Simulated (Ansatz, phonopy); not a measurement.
# Quasi-harmonic thermodynamics of NaI (Fm-3m), part 2 of 2

Aim: the lattice, expansion, heat capacity and bulk modulus of NaI as it warms.

What experiment has found for this phase:
- volume expansion coefficient 135 1e-6/K near room temperature (given in “Descriptors for thermal expansion in solids”, 2017, arXiv:1701.03966)

Ansatz 0.2.0; DFT LDA, scalar-relativistic, plane waves, PAW.

So far, principal linear expansion coefficients at 298 K (× 1e-6/K): step 7 (the quasi-harmonic study, cutoff 550 eV, k-mesh 8×8×8) 46.5; step 9 (the quasi-harmonic study, cutoff 487.2 eV, k-mesh 12×12×12) 46.5. Also isothermal bulk modulus at 298 K (GPa): step 7 16.7; step 9 16.7. The relaxed cell has a = 6.260 Å (conventional setting).

### 10. Quasi-harmonic fit by phonopy

This step: DFT LDA, scalar-relativistic, plane waves, PAW (phonopy 4.10.0).

This step gave:

* isothermal bulk modulus at 300 K: 16.66 GPa
* C_P at 300 K: 26.39 J/mol-atom/K

Energy (each curve on its own zero) against volume; values in meV/atom:

```csv
volume (Å³/atom),static,F at 0 K,F at 300 K,F at 500 K
30.67,0,1.47,6.24,10.3
31.13,0.45,1.41,4.62,7.31
31.76,2.38,2.66,3.71,4.57
32.32,5.25,4.93,4.02,3.23
32.89,9.16,8.26,5.28,2.78
33.47,14.1,12.6,7.44,3.16
```

Phonopy-qha, vinet fit of F(V) at each temperature. Qha vinet, by row:

```csv
T (K),fitted volume (Å³/atom),alpha_V (1e-6/K),B_T (GPa),C_P (J/mol-atom/K),Grueneisen
75,31.02,82.04,19.75,18.81,1.624
100,31.1,97.46,19.45,21.39,1.692
125,31.18,107.1,19.14,22.87,1.727
150,31.26,113.8,18.82,23.81,1.749
175,31.35,119.1,18.48,24.47,1.765
200,31.45,123.6,18.14,24.97,1.779
225,31.55,127.8,17.78,25.38,1.792
250,31.65,131.9,17.42,25.74,1.804
275,31.76,135.9,17.05,26.07,1.817
300,31.87,140,16.66,26.39,1.829
325,31.98,144.3,16.27,26.7,1.842
350,32.1,148.9,15.87,27.01,1.856
375,32.22,153.7,15.46,27.33,1.87
400,32.35,158.9,15.04,27.67,1.885
425,32.48,164.5,14.61,28.02,1.901
450,32.61,170.6,14.17,28.41,1.917
475,32.75,177.2,13.72,28.82,1.935
```

Table of volume expansion coefficient by temperature; values in 1e-6/K:

```csv
temperature (K),"phonopy-qha, Vinet",Ansatz's own study
75,82.0,83.8
100,97.5,98.4
125,107,108
150,114,114
175,119,119
200,124,124
225,128,128
250,132,132
275,136,136
300,140,140
325,144,144
350,149,149
375,154,153
400,159,158
425,164,164
450,171,170
475,177,177
```

The fit gives a volume expansion of 140 × 10⁻⁶/K at 300 K, against 140 at 298 K from the study itself, whose static fit uses more cells.

### 11. The quasi-harmonic study, cutoff 487.2 eV

This step: DFT LDA, scalar-relativistic, plane waves, PAW (Ansatz 0.2.0).

input.yaml

```yaml
crystal:
  lattice:
    - [0.0, 3.129871379, 3.129871379]
    - [3.129871379, 0.0, 3.129871379]
    - [3.129871379, 3.129871379, 0.0]
  atoms:
    - { symbol: Na, position: [0.0, 0.0, 0.0] }
    - { symbol: I, position: [0.5, 0.5, 0.5] }
kpoints:
  mp_grid: { grid: [8, 8, 8] }
hamiltonian:
  xc: lda
scf:
  occupations: { method: fixed }
  lower_state_search: "off"
output:
  eigenvalues: true
phonons:
  method: dfpt
  qmesh: [4, 4, 4]
  temperatures: { t_max: 500.0, t_step: 25 }
  thermal_expansion: {}
```

On the command line:

```bash
$ ansatz run input.yaml --threads 8 --pin off --max-ram 16384MiB --backend cpu --events-out ev --progress --plain --runs-dir out
```

The job ended after 11 min (8 threads of Arm Neoverse V1, shared host; peak memory 1.6 GiB; 82 min of CPU time).

Changing the k-mesh (12×12×12 → 8×8×8) takes the volume expansion at 298 K from 140 to 140 × 10⁻⁶/K and B_T from 16.7 to 16.7 GPa.

### 12. Side by side

Times are for 8 threads of Arm Neoverse V1, shared host. The series side by side:

```csv
no.,functional,cutoff (eV),k-mesh,q-mesh,method,pressure (GPa),volume expansion coefficient at 298 K (1e-6/K),C_P at 298 K (J/mol-atom/K),isothermal bulk modulus at 298 K (GPa),time,memory (GiB)
1,lda,550,8×8×8,4×4×4,dfpt,0,139.5,26.33,16.71,13 min,1.9
2,lda,487.2,12×12×12,4×4×4,dfpt,0,139.6,26.34,16.71,33 min,4.4
3,lda,487.2,8×8×8,4×4×4,dfpt,0,139.5,26.34,16.71,11 min,1.6
```

The runs together, line volume. The expansion coefficient, volume by temperature; values in 1e-6/K:

```csv
temperature (K),"lda, 550, 8×8×8, 4×4×4, dfpt, 0","lda, 487.2, 12×12×12, 4×4×4, dfpt, 0","lda, 487.2, 8×8×8, 4×4×4, dfpt, 0"
0,0,0,0
25,21.4,21.4,21.4
50,58.6,58.6,58.6
75,83.8,83.8,83.8
100,98.3,98.4,98.3
125,108,108,108
150,114,114,114
175,119,119,119
200,124,124,124
225,128,128,128
250,132,132,132
275,136,136,136
298,140,140,140
300,140,140,140
325,144,144,144
350,148,149,149
375,153,153,153
400,158,158,158
425,164,164,164
450,170,170,170
475,177,177,177
500,185,185,185
```

The runs together, line C_P. Table of heat capacity, C_P by temperature; values in J/mol-atom/K:

```csv
temperature (K),"lda, 550, 8×8×8, 4×4×4, dfpt, 0","lda, 487.2, 12×12×12, 4×4×4, dfpt, 0","lda, 487.2, 8×8×8, 4×4×4, dfpt, 0"
0,0,0,0
25,6.44,6.44,6.44
50,14.2,14.2,14.2
75,18.8,18.8,18.8
100,21.3,21.3,21.3
125,22.8,22.8,22.8
150,23.7,23.7,23.7
175,24.4,24.4,24.4
200,24.9,24.9,24.9
225,25.3,25.3,25.3
250,25.7,25.7,25.7
275,26.0,26.0,26.0
298,26.3,26.3,26.3
300,26.4,26.4,26.4
325,26.7,26.7,26.7
350,27.0,27.0,27.0
375,27.3,27.3,27.3
400,27.6,27.6,27.6
425,28,28.0,28.0
450,28.4,28.4,28.4
475,28.8,28.8,28.8
500,29.3,29.3,29.3
```

### 13. Quasi-harmonic fit by phonopy

This step: DFT LDA, scalar-relativistic, plane waves, PAW (phonopy 4.10.0).

The fit gives a volume expansion of 140 × 10⁻⁶/K at 300 K, against 140 at 298 K from the study itself, whose static fit uses more cells.

### 14. Summary of results

| Property | Result |
| --- | --- |
| settings of these figures | LDA, 487.2 eV, k 12×12×12, q 4×4×4 |
| volume expansion coefficient at 298 K | 139.6 1e-6/K |
| C_P at 298 K | 26.34 J/mol-atom/K |
| entropy at 298 K | 48.99 J/mol-atom/K |
| isothermal bulk modulus at 298 K | 16.71 GPa |
| Grüneisen parameter at 298 K | 1.828 |
| volume at 298 K | 31.86 Å³/atom |
| principal linear expansion coefficients at 298 K | 46.52, 46.52, 46.52 1e-6/K |

In words: Near room temperature NaI expands by 140 × 10⁻⁶/K in volume by LDA, with C_P = 26.3 J/(mol K) per mole of atoms and B_T = 16.7 GPa. C_P at room temperature is 106 % of the classical 3R an atom; C_V is 98 %, and the rest is expansion work. A measured volume expansion coefficient near room temperature is 135 1e-6/K (arXiv:1701.03966); the calculated 140 1e-6/K differs by +3 %. Changing the k-mesh and cutoff moves the volume expansion at 298 K between 140 and 140 × 10⁻⁶/K, while the CPU time spans a factor of 3.1. The PAW files were made for PBE and are used here under another functional, for which the program regenerates the frozen cores. The cell of these runs is 10 % smaller in volume than the database cell; frequencies and all that rests on them shift with it.

[Logs are printed without paths, hosts, clocks, repeated set-up lines and the standing remarks that a program may print on its own settings, such as how far it seeks lower states.]

[Hosts, paths, dates, database ids (printed as entryN), source tags and the programs' standing remarks are cut or masked in the printed files.]

[A step with changed settings may run another functional than the one named; its input shows which.]
